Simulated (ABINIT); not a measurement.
# A GW chain in ABINIT: AlN (F-43m), part 3 of 3

How does a plane-wave GW calculation on AlN (F-43m) run from the first input to the gap?

ABINIT 10.8.3; PBE and many-body steps on it, plane waves. Known limits of the many-body steps: not at the basis limit; coarse k mesh.

So far. Step 4 (Empty states on the mesh, 4×4×4 mesh, 23 bands): On this mesh the gap is 3.325 eV. Step 5 (Screening, 4×4×4 mesh, 19 bands, screening to 108.8 eV): Local fields lower ε∞ by 8 %. On a Γ-centred mesh this coarse the value itself is usually too large, while a short band sum pulls it down.

### Step 6. Self-energy, 4×4×4 mesh, 19 bands, screening to 108.8 eV

The self-energy is evaluated for the states that the input lists, and the levels follow from it, in one-shot runs by the linearised quasiparticle equation.

This step: G0W0 on PBE, plane waves, norm-conserving pseudopotentials.

run.abi reads:

```
acell 3*1.0 Angstrom
rprim 
  -0.000000000000 2.183993559600 2.183993559600
  2.183993559600 -0.000000000000 2.183993559600
  2.183993559600 2.183993559600 -0.000000000000
ntypat 2
znucl 13 7
natom 2
typat 1 2
xred 
  0.000000000000 0.000000000000 0.000000000000
  0.750000000000 0.750000000000 0.750000000000
pp_dirpath "pseudos"
pseudos "Al.upf, N.upf"
ecut 36
ngkpt 4 4 4
nshiftk 1
shiftk 0 0 0
kptopt 1
chksymbreak 0
istwfk *1
occopt 1
irdwfk 1
optdriver 4
nband 19
gwcalctyp 0
ecutsigx 36
symsigma 1
nkptgw 2
kptgw 
  0.0000000000 0.0000000000 0.0000000000
  0.5000000000 0.5000000000 0.0000000000
bdgw 
  2 8
  3 6
ecuteps 4
irdscr 1
ppmodel 1
indata_prefix "in"
outdata_prefix "out"
tmpdata_prefix "tmp"
```

On the command line:

```console
> OMP_NUM_THREADS=1 mpirun -n 4 abinit run.abi > log
```

Numbers of over 12 decimals in the logs are rounded to 6 here.

What it wrote:

```text
.Version 10.8.3 of ABINIT. v10.8.2 released Aug 2026.

 Symmetries : space group F-4 3 m (#216); Bravais cF (face-center cubic)
[... echo of the input left out ...]
== DATASET  1 ==================================================================
-   mpi_nproc: 4, omp_nthreads: 1 (-1 if OMP is not activated)

--- !DatasetInfo
iteration_state: {dtset: 1, }
dimensions: {natom: 2, nkpt: 8, mband: 19, nsppol: 1, nspinor: 1, nspden: 1, mpw: 1475, }
cutoff_energies: {ecut:  36.0, pawecutdg:  -1.0, }
electrons: {nelect:   8.00000000E+00, charge:   0.00000000E+00, occopt:   1.00000000E+00, tsmear:   1.00000000E-02, }

 SIGMA: Calculation of the GW corrections

 Based on a program developped by R.W. Godby, V. Olevano, G. Onida, and L. Reining.
 Incorporated in ABINIT by V. Olevano, G.-M. Rignanese, and M. Torrent.
.Using double precision arithmetic ; gwpc =  8

[... cell and pseudopotentials left out ...]
--------------------------------------------------------------------------------

 ==== K-mesh for the wavefunctions ====
 Number of points in the irreducible wedge :     8
[... list of points left out ...]
 Together with 24 symmetry operations and time-reversal symmetry
 yields    64 points in the full Brillouin Zone.

 ==== Q-mesh for screening function ====
 Number of points in the irreducible wedge :     8
[... list of points left out ...]
 Together with 24 symmetry operations and time-reversal symmetry
 yields    64 points in the full Brillouin Zone.

 vcoul_init : cutoff-mode = AUXILIARY_FUNCTION
 q-points for optical limit:   1
     1)      0.000010    0.000020    0.000030
 setmesh: FFT mesh size selected  =    32x   32x   32
          total number of points  =        32768

 Number of electrons calculated from density =    8.0000; Expected =    8.0000
 average of density, n =  0.056900
 r_s =    1.6129
 omega_plasma =   23.0097 [eV]

 === KS Band Gaps ===
  >>>> For spin  1
   Minimum direct gap =   4.1921 [eV], located at k-point      :   0.0000  0.0000  0.0000
   Fundamental gap    =   3.3248 [eV], Top of valence bands at :   0.0000  0.0000  0.0000
                                       Bottom of conduction at :   0.5000  0.5000  0.0000
 SIGMA fundamental parameters:
 PLASMON POLE MODEL  1
 number of plane-waves for SigmaX                 1459
 number of plane-waves for SigmaC and W             59
 number of plane-waves for wavefunctions          1459
 number of bands                                    19
 number of independent spin polarizations            1
 number of spinorial components                      1
 number of k-points in IBZ                           8
 number of q-points in IBZ                           8
 number of symmetry operations                      24
 number of k-points in BZ                           64
 number of q-points in BZ                           64
 number of frequencies for dSigma/dE                 9
 frequency step for dSigma/dE [eV]                0.25
 number of omega for Sigma on real axis              0
 max omega for Sigma on real axis  [eV]           0.00
 zcut for avoiding poles [eV]                     0.10

 EPSILON^-1 parameters (SCR file):
 dimension of the eps^-1 matrix on file             59
 dimension of the eps^-1 matrix used                59
 number of plane-waves for wavefunctions          1459
 number of bands                                    19
 number of q-points in IBZ                           8
 number of frequencies                               2
 number of real frequencies                          1
 number of imag frequencies                          1

 matrix elements of self-energy operator (all in [eV])

 Perturbative Calculation

--- !SelfEnergy_ee
iteration_state: {dtset: 1, }
kpoint     : [   0.000,    0.000,    0.000, ]
spin       : 1
KS_gap     :    4.192
QP_gap     :    5.403
Delta_QP_KS:    1.211
data: !SigmaeeData |
     Band     E0 <VxcDFT>   SigX SigC(E0)      Z dSigC/dE  Sig(E)    E-E0       E
        2   5.159 -16.969 -21.026   3.831   0.792  -0.262 -17.148  -0.179   4.979
        3   5.159 -16.969 -21.026   3.831   0.792  -0.262 -17.148  -0.179   4.979
        4   5.159 -16.969 -21.026   3.831   0.792  -0.262 -17.148  -0.179   4.979
        5   9.351 -12.519  -7.849  -3.411   0.819  -0.221 -11.488   1.032  10.382
        6  17.748  -9.879  -4.051  -4.362   0.822  -0.216  -8.673   1.206  18.954
        7  17.748  -9.879  -4.051  -4.362   0.822  -0.216  -8.673   1.206  18.954
        8  17.748  -9.879  -4.051  -4.362   0.822  -0.216  -8.673   1.206  18.954

--- !SelfEnergy_ee
iteration_state: {dtset: 1, }
kpoint     : [   0.500,    0.500,    0.000, ]
spin       : 1
KS_gap     :    5.100
QP_gap     :    6.401
Delta_QP_KS:    1.300
data: !SigmaeeData |
     Band     E0 <VxcDFT>   SigX SigC(E0)      Z dSigC/dE  Sig(E)    E-E0       E
        3   3.383 -15.437 -20.140   3.995   0.787  -0.270 -15.994  -0.557   2.826
        4   3.383 -15.437 -20.140   3.995   0.787  -0.270 -15.994  -0.557   2.826
        5   8.483  -9.184  -4.869  -3.427   0.837  -0.194  -8.441   0.743   9.226
        6  13.810  -9.447  -4.311  -3.830   0.841  -0.189  -8.349   1.098  14.908

== END DATASET(S) ==============================================================
================================================================================

 -outvars: echo values of variables after computation  --------
           etotal      0.0000000000E+00
            nband          19
             nkpt           8
          spgroup         216
 [... the other variables as echoed above ...]

 Calculation completed.
```

It took 2.4 s on 4 MPI ranks of Arm Neoverse V1, shared host; peak memory 0.09 GiB.

This step gave:

- G0W0 gap on the points computed: 4.247 eV
- starting gap on the mesh: 3.325 eV
- k of the valence top: 0, 0, 0
- k of the conduction bottom: 0.5, 0.5, 0
- Z at the valence top: 0.792
- Z at the conduction bottom: 0.837
- least direct G0W0 gap on the computed points: 5.403 eV

The gap on the mesh goes from 3.32 eV to 4.25 eV, a correction of +0.92 eV.

Limits: finite bands, cutoff and mesh; coarse k mesh. v1 is the top filled band, c1 the lowest empty one. The levels before and after the correction (eV, zero at the valence-band top of each column):

```csv
,conduction bottom,valence top
Kohn-Sham,3.32,0.00
G0W0,4.25,0.00
```

```csv
,level,energy (eV)
Kohn-Sham,Γ v3-v1,0.000
Kohn-Sham,Γ c1,4.192
Kohn-Sham,Γ c2-c4,12.589
Kohn-Sham,(0.5 0.5 0) v2-v1,-1.776
Kohn-Sham,(0.5 0.5 0) c1,3.325
Kohn-Sham,(0.5 0.5 0) c2,8.652
G0W0,Γ v3-v1,0.000
G0W0,Γ c1,5.403
G0W0,Γ c2-c4,13.975
G0W0,(0.5 0.5 0) v2-v1,-2.153
G0W0,(0.5 0.5 0) c1,4.247
G0W0,(0.5 0.5 0) c2,9.929
```

### Step 7. Where the time went

Times are wall times on 4 MPI ranks of Arm Neoverse V1, shared host, good to a factor of about two.

```csv
step,time,share,memory (GiB)
ground state,4.5 s,28 %,0.25
bands along the symmetry lines,3.8 s,24 %,0.24
empty states on the mesh,2.6 s,16 %,0.07
screening,2.8 s,17 %,0.08
self-energy,2.4 s,15 %,0.09
```

### Step 8. Summary of results

| Property | Result |
| --- | --- |
| PBE gap | 3.32 eV, indirect |
| G0W0 gap on the mesh | 4.25 eV |
| GW settings | 4×4×4 mesh, 19 bands, screening to 108.8 eV, Godby-Needs plasmon pole |
| known limits | not at the basis limit; coarse k mesh |

In words: G0W0 moves the gap on the mesh from 3.32 eV to 4.25 eV (+0.92 eV), with Z of 0.79 and 0.84 at the edges. Local fields lower the RPA ε∞ on this mesh from 5.32 to 4.87; a Γ-centred mesh this coarse tends to raise both, most where the direct gap is narrow, while a short band sum lowers them. Only 2 of the mesh's irreducible points were corrected, so a valley elsewhere could overtake. Bands and cutoff are finite, so the gap is not at the basis limit. The miss can reach some tenths of an eV and take either sign; the mesh is an error of its own. In the G0W0 run levels were corrected at 2 k points alone, so a gap called «on the mesh» is the least over those, and an edge elsewhere would be missed. The 4×4×4 mesh is coarse for this cell, which bears on the long-range parts of exchange and screening.

[Paths, hosts, dates, memory and timing lines, banners, echoed tables and standing remarks are left out of the program output.]

[Logs are printed without paths, hosts, clocks, repeated set-up lines and the standing remarks that a program may print on its own settings, such as how far it seeks lower states.]

[Runs of the session that timed out or met a known fault of the program may be left out.]

[Hosts, paths, dates, database ids (printed as entryN), source tags and the programs' standing remarks are cut or masked in the printed files.]

[G0W0 gaps are taken among the corrected bands and points alone; a level outside them can change the order at an edge.]

[Where Ansatz stands beside ABINIT at settings called matched, ABINIT's density can come from a denser mesh and the files from another edition; pairs whose starting gaps differed by over 0.03 eV were left out, so agreement reads better than it is.]
